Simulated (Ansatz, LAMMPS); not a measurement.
## Molecular dynamics of Li+ triflate in gamma-butyrolactone and sulfolane and fluoroethylene carbonate at 410 K (233 atoms)

How do the atoms of Li+ triflate in gamma-butyrolactone and sulfolane and fluoroethylene carbonate at 410 K (233 atoms) move, and what local order do they keep?

Program: Ansatz 0.2.0. Level of theory: Kohn-Sham DFT, PBE+D3(BJ), PAW (set soft_2), plane waves. Results are calculated unless marked as measured.

### Step 1. Starting point

The cell holds 233 atoms: 45 O, 9 S, 65 C, 101 H, 11 F and 2 Li. Its edges and angles: a = 14.108 Å, b = 14.108 Å, c = 14.108 Å, α = 90.0°, β = 90.0°, γ = 90.0°. 5 gamma-butyrolactone, 7 sulfolane, 5 fluoroethylene carbonate, 2 Li+, 2 triflate placed at random, at 1.25 g/cm³; overlaps pushed apart, then 10 ps at 550 K with Joung-Cheatham ions (J. Phys. Chem. B 112, 9020 (2008)); MMFF94 bonds, angles, torsions, charges and radii (Halgren, J. Comput. Chem. 17, 490 (1996)) in harmonic and 12-6 forms; charges of ions scaled by 0.8. Snapshot after 30 ps at 410 K and fixed volume.

Limits known from the start: The network of contacts between molecules at the start is that of the classical potential that made the cell. The density was typed from a rule of thumb and may lie off the real one at this temperature. Only the Γ point is sampled, in a cell whose shortest periodic width is 14 Å.

### Step 2. Single point at the start

The forces at the start show how far the geometry lies from a minimum of this functional.

Contents of input.yaml:

```yaml
crystal:
  lattice:
    - [14.10825, 0.0, 0.0]
    - [0.0, 14.10825, 0.0]
    - [0.0, 0.0, 14.10825]
  atoms:
    - { symbol: O, position: [0.80763, 0.21704, 0.84996] }
    - { symbol: S, position: [0.86805, 0.29919, 0.8477] }
    - { symbol: O, position: [0.97392, 0.29707, 0.84904] }
    - { symbol: C, position: [0.83011, 0.37922, 0.75942] }
    [... 223 atom lines left out ...]
    - { symbol: C, position: [0.18133, 0.03485, 0.03799] }
    - { symbol: F, position: [0.12235, 0.11217, 0.04007] }
    - { symbol: F, position: [0.15706, 0.98386, 0.95878] }
    - { symbol: F, position: [0.27118, 0.07568, 0.03027] }
    - { symbol: Li, position: [0.0435, 0.11065, 0.26447] }
    - { symbol: Li, position: [0.71966, 0.65174, 0.33364] }
kpoints:
  mp_grid: { grid: [1, 1, 1] }
hamiltonian:
  xc: pbe
  dispersion: d3bj
scf:
  occupations: { method: fixed }
output:
  forces: true
```

Run with:

```
> ansatz run input.yaml --threads 4 --pin off --max-ram 8192MiB --backend cpu --events-out ev --progress --plain --runs-dir out
```

Elapsed: 48 s, on 4 threads of Arm Neoverse V2, shared host; peak memory 4 GiB; 3 min of CPU time.

The run gave:

```yaml
free_energy: -60853.8916 eV
free_energy_per_atom: -261.1755 eV/atom
scf_cycles: 11
r_m_s_force_component: 1.151 eV/Å
longest_force: 5.609 eV/Å
fermi_energy: -0.6506 eV
```

The r.m.s. force component of 1.2 eV/Å sets the starting point.

Neighbours are counted within 1.34 Å (H-C), 1.85 Å (C-C), 1.73 Å (C-O), 1.62 Å (C-F), 2.21 Å (C-S), 1.88 Å (O-S), 2.27 Å (O-Li).

Length of the force by element and coordination:

| element | coordination | atoms | mean length of the force (eV/Å) | spread | least | most |
| --- | --- | --- | --- | --- | --- | --- |
| C | all | 65 | 2.37 | 1.18 | 0.496 | 5.61 |
| C | 3 | 10 | 2.73 | 1.32 | 0.857 | 5.61 |
| C | 4 | 55 | 2.30 | 1.13 | 0.496 | 5.13 |
| F | all | 11 | 1.33 | 0.551 | 0.621 | 2.50 |
| H | all | 101 | 1.30 | 0.916 | 0.236 | 5.26 |
| Li | all | 2 | 0.620 | 0.146 | 0.474 | 0.765 |
| Li | 3 | 1 | 0.765 | 0 | 0.765 | 0.765 |
| Li | 4 | 1 | 0.474 | 0 | 0.474 | 0.474 |
| O | all | 45 | 1.59 | 0.700 | 0.465 | 3.41 |
| O | 1 | 23 | 1.62 | 0.707 | 0.719 | 3.41 |
| O | 2 | 22 | 1.56 | 0.693 | 0.465 | 2.88 |
| S | all | 9 | 2.41 | 0.720 | 1.28 | 3.62 |

### Step 3. Dynamics at 410 K

A Nosé–Hoover thermostat steers the temperature while disturbing the dynamics little. The time step is 0.5 fs, short enough for the stretching of bonds to hydrogen.

input.yaml, as its differences from that of step 2:

```diff
@@ -16 +16,8 @@
   forces: true
+md:
+  timestep: 0.5
+  n_steps: 60
+  ensemble: nvt_nose_hoover
+  temperature: 410
+  initial_velocities: maxwell_boltzmann
+  seed: 8442
```

Elapsed: 27 min, on 4 threads; peak memory 4 GiB.

The program notes that it switched symmetry off.

Rows from the run:

| time (fs) | T (K) | potential (meV/atom) | conserved (meV/atom) |
| --- | --- | --- | --- |
| 0.0 | 410 | 0.0 | 0.00 |
| 2.0 | 449 | -5.2 | -0.13 |
| 4.0 | 436 | -3.4 | -0.05 |
| 6.0 | 448 | -4.9 | -0.05 |
| 8.0 | 494 | -10.9 | -0.11 |
| 10.0 | 482 | -9.4 | -0.09 |
| 12.0 | 474 | -8.4 | -0.05 |
| 14.0 | 483 | -9.6 | -0.12 |
| 16.0 | 421 | -1.6 | -0.01 |
| 18.0 | 427 | -2.4 | -0.08 |
| 20.0 | 431 | -3.0 | -0.09 |
| 22.0 | 414 | -0.8 | -0.03 |
| 24.0 | 458 | -6.7 | -0.12 |
| 26.0 | 455 | -6.3 | -0.07 |
| 28.0 | 447 | -5.3 | -0.04 |
| 30.0 | 474 | -8.9 | -0.10 |

Mean square displacement from the first frame to the last: O 0.031 Å², S 0.013 Å², C 0.033 Å², H 0.11 Å², F 0.033 Å², Li 0.050 Å².

Mean square displacement against time lag:

| time lag (fs) | C (Å²) | F (Å²) | H (Å²) | Li (Å²) | O (Å²) | S (Å²) |
| --- | --- | --- | --- | --- | --- | --- |
| 0.50 | 2.7e-5 | 1.4e-5 | 2.7e-4 | 2.2e-5 | 1.7e-5 | 9.1e-6 |
| 1.00 | 1.1e-4 | 5.7e-5 | 0.00108 | 8.9e-5 | 6.7e-5 | 3.6e-5 |
| 1.50 | 2.4e-4 | 1.3e-4 | 0.00240 | 2.0e-4 | 1.5e-4 | 8.1e-5 |
| 2.50 | 6.6e-4 | 3.6e-4 | 0.00637 | 5.5e-4 | 4.1e-4 | 2.2e-4 |
| 3.50 | 0.00128 | 7.0e-4 | 0.0117 | 0.00106 | 8.0e-4 | 4.3e-4 |
| 4.00 | 0.00165 | 9.2e-4 | 0.0147 | 0.00138 | 0.00104 | 5.6e-4 |
| 4.50 | 0.00207 | 0.00116 | 0.0178 | 0.00173 | 0.00130 | 7.0e-4 |
| 5.00 | 0.00252 | 0.00143 | 0.0209 | 0.00213 | 0.00160 | 8.5e-4 |
| 6.50 | 0.00410 | 0.00239 | 0.0303 | 0.00352 | 0.00263 | 0.00139 |
| 7.00 | 0.00468 | 0.00276 | 0.0333 | 0.00405 | 0.00302 | 0.00159 |
| 7.50 | 0.00530 | 0.00316 | 0.0363 | 0.00461 | 0.00343 | 0.00180 |
| 8.00 | 0.00593 | 0.00358 | 0.0392 | 0.00521 | 0.00385 | 0.00202 |
| 8.50 | 0.00659 | 0.00402 | 0.0421 | 0.00583 | 0.00430 | 0.00224 |
| 10.00 | 0.00869 | 0.00548 | 0.0508 | 0.00790 | 0.00574 | 0.00294 |
| 10.50 | 0.00942 | 0.00600 | 0.0538 | 0.00865 | 0.00624 | 0.00318 |
| 11.00 | 0.0102 | 0.00654 | 0.0568 | 0.00942 | 0.00676 | 0.00342 |
| 11.50 | 0.0109 | 0.00710 | 0.0599 | 0.0102 | 0.00729 | 0.00367 |
| 12.50 | 0.0124 | 0.00826 | 0.0660 | 0.0119 | 0.00838 | 0.00415 |
| 13.50 | 0.0140 | 0.00947 | 0.0717 | 0.0137 | 0.00949 | 0.00464 |
| 14.00 | 0.0148 | 0.0101 | 0.0744 | 0.0146 | 0.0101 | 0.00487 |
| 15.00 | 0.0163 | 0.0114 | 0.0788 | 0.0165 | 0.0112 | 0.00534 |

The drift taken off is the plain mean over atoms, not the centre of mass, so with hydrogen in the cell the heavy atoms' values at short lags are too large.

Over the second half of 30 fs the temperature averages 440 K, rising from about 426 to 457 K (means over the first and last quarter of that half). The conserved energy stays within 0.14 meV/atom. From first frame to last H has the largest mean square displacement, 0.11 Å² at the end; the farthest move is 0.74 Å. The run spans 0.03 ps, too short for its means to be equilibrium values.

### Step 4. Distances and neighbours late in the run

The g(r) is a mean over the second half; what follows it is taken at the last frame.

Bonds before and after, by the cutoffs listed below:

| pair | bonds before | bonds after | mean before (Å) | mean after (Å) | spread before (Å) | spread after (Å) |
| --- | --- | --- | --- | --- | --- | --- |
| H-C | 101 | 101 | 1.092 | 1.103 | 0.042 | 0.036 |
| C-C | 41 | 41 | 1.506 | 1.528 | 0.037 | 0.037 |
| C-O | 40 | 40 | 1.341 | 1.360 | 0.081 | 0.105 |
| C-F | 11 | 11 | 1.371 | 1.385 | 0.019 | 0.025 |
| C-S | 16 | 16 | 1.764 | 1.896 | 0.052 | 0.046 |
| O-S | 20 | 20 | 1.450 | 1.457 | 0.022 | 0.027 |
| O-Li | 9 | 9 | 2.053 | 2.073 | 0.176 | 0.164 |

Density 1.25 g/cm³, 12.05 Å³ an atom.

Mean of 17 frames. Pair distribution functions g(r), in bins of 0.2 Å:

| r (Å) | total | H-H | H-C | H-O | H-F | H-S | H-Li |
| --- | --- | --- | --- | --- | --- | --- | --- |
| 1.00 | 1.73 | 0.00 | 7.12 | 0.00 | 0.00 | 0.00 | 0.00 |
| 1.20 | 1.99 | 0.00 | 7.03 | 0.00 | 0.00 | 0.00 | 0.00 |
| 1.40 | 1.15 | 0.00 | 0.00 | 0.00 | 0.00 | 0.00 | 0.00 |
| 1.60 | 0.82 | 0.26 | 0.00 | 0.00 | 0.00 | 0.00 | 0.00 |
| 1.80 | 0.67 | 2.85 | 0.00 | 0.00 | 0.00 | 0.00 | 0.00 |
| 2.00 | 0.50 | 0.32 | 0.57 | 0.80 | 1.47 | 0.00 | 0.00 |
| 2.20 | 1.46 | 0.48 | 3.94 | 0.75 | 0.72 | 0.16 | 0.00 |
| 2.40 | 1.21 | 1.45 | 0.72 | 0.61 | 0.61 | 4.54 | 0.00 |
| 2.60 | 0.94 | 1.67 | 0.22 | 1.17 | 1.40 | 1.13 | 0.00 |
| 2.80 | 1.02 | 1.27 | 0.60 | 1.77 | 0.75 | 0.55 | 0.00 |
| 3.00 | 0.91 | 1.20 | 0.86 | 1.40 | 0.97 | 1.30 | 0.00 |
| 3.20 | 0.87 | 0.91 | 0.93 | 1.16 | 1.20 | 0.87 | 0.85 |
| 3.40 | 0.89 | 0.66 | 1.24 | 0.94 | 1.20 | 0.82 | 0.21 |
| 3.60 | 0.86 | 0.67 | 0.87 | 0.79 | 0.82 | 1.76 | 0.89 |
| 3.80 | 0.81 | 0.77 | 0.68 | 0.83 | 0.75 | 1.19 | 0.93 |
| 4.00 | 0.84 | 1.07 | 0.76 | 0.88 | 0.87 | 0.94 | 0.72 |
| 4.20 | 0.96 | 1.00 | 0.76 | 1.21 | 1.13 | 0.80 | 1.93 |
| 4.40 | 0.96 | 1.01 | 0.93 | 1.27 | 0.95 | 0.60 | 1.46 |
| 4.60 | 0.99 | 0.94 | 0.96 | 1.12 | 1.04 | 0.72 | 0.61 |
| 4.80 | 1.00 | 0.91 | 1.12 | 0.81 | 1.12 | 0.75 | 0.96 |
| 5.00 | 1.00 | 0.98 | 1.01 | 0.94 | 0.94 | 0.84 | 0.97 |
| 5.20 | 1.04 | 1.01 | 0.94 | 1.00 | 1.02 | 0.90 | 1.13 |
| 5.40 | 1.03 | 0.99 | 0.97 | 0.91 | 1.31 | 0.79 | 1.73 |
| 5.60 | 1.04 | 1.09 | 0.99 | 1.01 | 1.04 | 0.96 | 1.78 |
| 5.80 | 1.02 | 0.91 | 1.05 | 0.98 | 1.03 | 0.84 | 1.43 |
| 6.00 | 1.04 | 0.94 | 1.15 | 1.02 | 1.21 | 1.18 | 0.96 |
| 6.20 | 1.08 | 0.98 | 1.14 | 1.04 | 1.10 | 1.30 | 0.78 |
| 6.40 | 1.11 | 1.05 | 1.11 | 1.15 | 1.01 | 1.12 | 0.83 |

Bonds by pair of elements; cutoffs follow the first minimum of g(r), held within bounds set by covalent radii, and pairs that aren't listed don't count as bonded:

| pair A-B | cutoff (Å) | bonds | mean length (Å) | spread (Å) | shortest (Å) | B about A | A about B |
| --- | --- | --- | --- | --- | --- | --- | --- |
| H-C | 1.34 | 101 | 1.10 | 0.036 | 1.02 | 1 | 1.55 |
| C-C | 1.85 | 41 | 1.53 | 0.037 | 1.45 | 1.26 | 1.26 |
| C-O | 1.73 | 40 | 1.36 | 0.105 | 1.17 | 0.615 | 0.889 |
| C-F | 1.62 | 11 | 1.39 | 0.025 | 1.34 | 0.169 | 1 |
| C-S | 2.21 | 16 | 1.90 | 0.046 | 1.81 | 0.246 | 1.78 |
| O-S | 1.93 | 20 | 1.46 | 0.027 | 1.42 | 0.444 | 2.22 |
| O-Li | 2.58 | 9 | 2.07 | 0.164 | 1.79 | 0.2 | 4.5 |

How many atoms have how many bonded neighbours:

| element | mean | 1 | 2 | 3 | 4 | 5 |
| --- | --- | --- | --- | --- | --- | --- |
| C | 3.85 | 0 | 0 | 10 | 55 | 0 |
| F | 1 | 11 | 0 | 0 | 0 | 0 |
| H | 1 | 101 | 0 | 0 | 0 | 0 |
| Li | 4.5 | 0 | 0 | 0 | 1 | 1 |
| O | 1.53 | 21 | 24 | 0 | 0 | 0 |
| S | 4 | 0 | 0 | 0 | 9 | 0 |

Bond angles (no mean is given where the spread exceeds 20°):

| angle | count | mean (°) | spread (°) |
| --- | --- | --- | --- |
| C-C-H | 149 | 112 | 5.5 |
| H-C-H | 48 | 109 | 5.3 |
| C-S-O | 34 | 109 | 4.8 |
| H-C-S | 28 | 106 | 5.9 |
| C-C-O | 25 | 110 | 9.6 |

Bond length by coordination (bonds to H left out):

| element | coordination | atoms | mean bond length (Å) |
| --- | --- | --- | --- |
| C | 3 | 10 | 1.35 |
| C | 4 | 55 | 1.55 |
| Li | 4 | 1 | 2.00 |
| Li | 5 | 1 | 2.14 |
| O | 1 | 21 | 1.36 |
| O | 2 | 24 | 1.53 |

Rings of the network by King's shortest-path rule, up to 12 atoms, one path for each pair of neighbours; H, halogens, alkali and alkaline-earth atoms are left out, and the last column divides by all other atoms, bonded or not:

| ring size (atoms) | rings | per network atom |
| --- | --- | --- |
| 5 | 17 | 0.143 |

By these cutoffs 85 % of C atoms have 4, all F atoms have 1, all H atoms have 1 and 50 % of Li atoms have 4 and as many 5 bonded neighbours. The C-C-H angle averages 112° with a spread of 6°. All rings counted have 5 atoms.

### Step 5. Single point at the last frame

The last frame is solved again with fuller output, to read the electronic structure of a thermally displaced geometry.

Contents of input.yaml:

```yaml
crystal:
  lattice:
    - [14.10825, 0.0, 0.0]
    - [0.0, 14.10825, 0.0]
    - [0.0, 0.0, 14.10825]
  atoms:
    - { symbol: O, position: [0.81104, 0.20645, 0.83384] }
    - { symbol: S, position: [0.86657, 0.29372, 0.84135] }
    - { symbol: O, position: [0.97124, 0.27964, 0.83636] }
    - { symbol: C, position: [0.8332, 0.38078, 0.74909] }
    [... 223 atom lines left out ...]
    - { symbol: C, position: [0.17555, 0.0428, 0.04277] }
    - { symbol: F, position: [0.11078, 0.11804, 0.04591] }
    - { symbol: F, position: [0.15819, 0.99385, 0.96294] }
    - { symbol: F, position: [0.26637, 0.07838, 0.02409] }
    - { symbol: Li, position: [0.0486, 0.09672, 0.26971] }
    - { symbol: Li, position: [0.72947, 0.63926, 0.3339] }
kpoints:
  mp_grid: { grid: [1, 1, 1] }
hamiltonian:
  xc: pbe
  dispersion: d3bj
scf:
  occupations: { method: fixed }
output:
  forces: true
  stress: true
  populations: true
  dos:
    method: { smearing: { sigma: 0.1 } }
    de: 0.1
    projected: { site_lists: { C: [C], F: [F], H: [H], Li: [Li], O: [O] } }
  eigenvalues: true
  write_density: true
  write_potential: true
  volumetric_format: npy
```

Elapsed: 76 s, on 4 threads; peak memory 4.5 GiB.

The program notes that the exchange-correlation potential is rough where the density is thin.

Read from the output:

```yaml
free_energy: -60855.9535 eV
free_energy_per_atom: -261.1843 eV/atom
scf_cycles: 11
pressure: -0.5096 GPa
r_m_s_force_component: 1.021 eV/Å
longest_force: 4.264 eV/Å
fermi_energy: -0.8458 eV
spacing_of_highest_filled_and_lowest_empty_level: 4.194 eV
spilling_of_the_projection: 0.01504
```

Neighbours are counted within 1.34 Å (H-C), 1.85 Å (C-C), 1.73 Å (C-O), 1.62 Å (C-F), 2.21 Å (C-S), 1.93 Å (O-S), 2.58 Å (O-Li), the cutoffs taken from the dynamics.

Length of the force by element and coordination:

| element | coordination | atoms | mean length of the force (eV/Å) | spread | least | most |
| --- | --- | --- | --- | --- | --- | --- |
| C | all | 65 | 2.14 | 0.854 | 0.499 | 4.26 |
| C | 3 | 10 | 2.49 | 1.04 | 0.499 | 4.21 |
| C | 4 | 55 | 2.08 | 0.798 | 0.596 | 4.26 |
| F | all | 11 | 1.01 | 0.415 | 0.439 | 1.75 |
| H | all | 101 | 1.06 | 0.602 | 0.227 | 2.88 |
| Li | all | 2 | 0.429 | 0.0897 | 0.339 | 0.518 |
| Li | 4 | 1 | 0.339 | 0 | 0.339 | 0.339 |
| Li | 5 | 1 | 0.518 | 0 | 0.518 | 0.518 |
| O | all | 45 | 1.69 | 0.780 | 0.295 | 3.38 |
| O | 1 | 21 | 1.67 | 0.772 | 0.542 | 3.26 |
| O | 2 | 24 | 1.70 | 0.787 | 0.295 | 3.38 |
| S | all | 9 | 2.43 | 1.06 | 0.970 | 4.20 |

Löwdin charges by element and coordination (they lack the spilled electrons, 0.050 e an atom on average):

| element | coordination | atoms | mean charge (e) | spread | least | most |
| --- | --- | --- | --- | --- | --- | --- |
| C | all | 65 | -0.0603 | 0.392 | -0.459 | 0.724 |
| C | 3 | 10 | 0.644 | 0.0679 | 0.562 | 0.724 |
| C | 4 | 55 | -0.188 | 0.273 | -0.459 | 0.628 |
| F | all | 11 | -0.253 | 0.0287 | -0.295 | -0.214 |
| H | all | 101 | 0.210 | 0.0216 | 0.159 | 0.249 |
| Li | all | 2 | 0.756 | 0.0067 | 0.749 | 0.762 |
| Li | 4 | 1 | 0.762 | 0 | 0.762 | 0.762 |
| Li | 5 | 1 | 0.749 | 0 | 0.749 | 0.749 |
| O | all | 45 | -0.512 | 0.220 | -0.833 | -0.240 |
| O | 1 | 21 | -0.618 | 0.179 | -0.769 | -0.346 |
| O | 2 | 24 | -0.419 | 0.211 | -0.833 | -0.240 |
| S | all | 9 | 2.06 | 0.130 | 1.96 | 2.32 |

States in the cell by windows of 1 eV, zero at the Fermi level; the larger projections on atomic orbitals stand beside the total:

| from (eV) | to (eV) | total | O p | C p | H s | F p | C s |
| --- | --- | --- | --- | --- | --- | --- | --- |
| -14 | -13 | 18.4 | 1.7 | 2.7 | 2.6 | 0.3 | 9.5 |
| -13 | -12 | 16.7 | 0.3 | 1.8 | 3.2 | 0.6 | 8.9 |
| -12 | -11 | 25.9 | 2.7 | 4.2 | 3.7 | 0.9 | 9.6 |
| -11 | -10 | 10.9 | 2.7 | 2.4 | 1.3 | 0.5 | 2.6 |
| -10 | -9 | 17.8 | 4.6 | 5.4 | 1.2 | 1.6 | 2.4 |
| -9 | -8 | 39.0 | 3.5 | 10.7 | 6.8 | 4.3 | 7.4 |
| -8 | -7 | 36.9 | 8.0 | 11.1 | 2.9 | 7.1 | 2.5 |
| -7 | -6 | 49.4 | 11.3 | 23.1 | 7.6 | 0.7 | 1.0 |
| -6 | -5 | 62.3 | 21.1 | 18.2 | 6.6 | 6.1 | 1.2 |
| -5 | -4 | 89.4 | 25.3 | 28.4 | 10.2 | 13.4 | 0.9 |
| -4 | -3 | 58.1 | 14.3 | 19.8 | 7.6 | 13.9 | 0.6 |
| -3 | -2 | 85.5 | 26.4 | 35.7 | 13.1 | 7.2 | 0.7 |
| -2 | -1 | 79.5 | 54.6 | 12.6 | 7.3 | 1.7 | 0.4 |
| -1 | 0 | 45.6 | 31.4 | 9.1 | 2.5 | 0.5 | 0.6 |
| 0 | 1 | 2.5 | 2.4 | 0.0 | 0.0 | 0.0 | 0.0 |
| 1 | 4 | 0.0 | 0.0 | 0.0 | 0.0 | 0.0 | 0.0 |
| 4 | 5 | 13.0 | 4.2 | 6.3 | 1.2 | 0.0 | 0.4 |

With fixed occupations the program's Fermi level is the highest filled level; weight inside the gap is the broadening of levels at its edges.

Between -26 and -14 eV lie 122 more states.

Not all projections were asked for or kept, so they needn't add up to the total.

The levels nearest the highest filled one (over half full), pooled over k-points and spins:

| level less the highest filled one (eV) | occupation |
| --- | --- |
| -0.296 | 2 |
| -0.268 | 2 |
| -0.239 | 2 |
| -0.217 | 2 |
| -0.0171 | 2 |
| 0 | 2 |
| 4.19 | 0 |
| 4.50 | 0 |
| 4.65 | 0 |
| 4.72 | 0 |
| 4.77 | 0 |
| 4.82 | 0 |

Mean Löwdin charges: C -0.06, F -0.25, H +0.21, Li +0.76, O -0.51, S +2.06 e (they miss 1.5 % of the electrons, so they add up to more than the cell's charge). The largest share in the top eV of filled states is O p (72 % of the projected weight), and in the lowest eV of empty states C p (50 % of the projected weight).

### Step 6. What came out

* mean temperature, second half: 439.9 K
* temperature swing, second half: 18.65 K
* slope of the conserved energy against time, by least squares: -0.1012 meV/atom/ps
* free energy per atom: -261.1843 eV/atom
* pressure: -0.5096 GPa
* r.m.s. force component: 1.021 eV/Å
* gap (highest filled to lowest empty level): 4.194 eV
* wall time of the 3 DFT runs: 29 min

**Reading.** Over the second half of 30 fs the temperature averages 440 K, rising from about 426 to 457 K (means over the first and last quarter of that half). The conserved energy stays within 0.14 meV/atom. The run spans 0.03 ps, too short for its means to be equilibrium values. Counting bonds as in the table, 85 % of C atoms have 4, all F atoms have 1, all H atoms have 1 and 50 % of Li atoms have 4 and as many 5 bonded neighbours. The highest filled and lowest empty levels differ by 4.19 eV (at Γ alone); a semilocal functional tends to put such gaps too low. In a disordered cell it changes from sample to sample and from frame to frame.

Caveats: The network of contacts between molecules at the start is that of the classical potential that made the cell; DFT moved the atoms only locally, and no bond changed. The pressure of a single frame lacks the kinetic term, about 0.50 GPa here.

[Logs are printed without paths, hosts, clocks, repeated set-up lines and the standing remarks that a program may print on its own settings, such as how far it seeks lower states.]

[Hosts, paths, dates, database ids (printed as entryN), source tags and the programs' standing remarks are cut or masked in the printed files.]

[The MMFF94 radii named for the starting cell were scaled by 0.96; in molecules described by MMFF94, hydrogen bound to N, O or S took a small fixed 12-6 site in their place.]
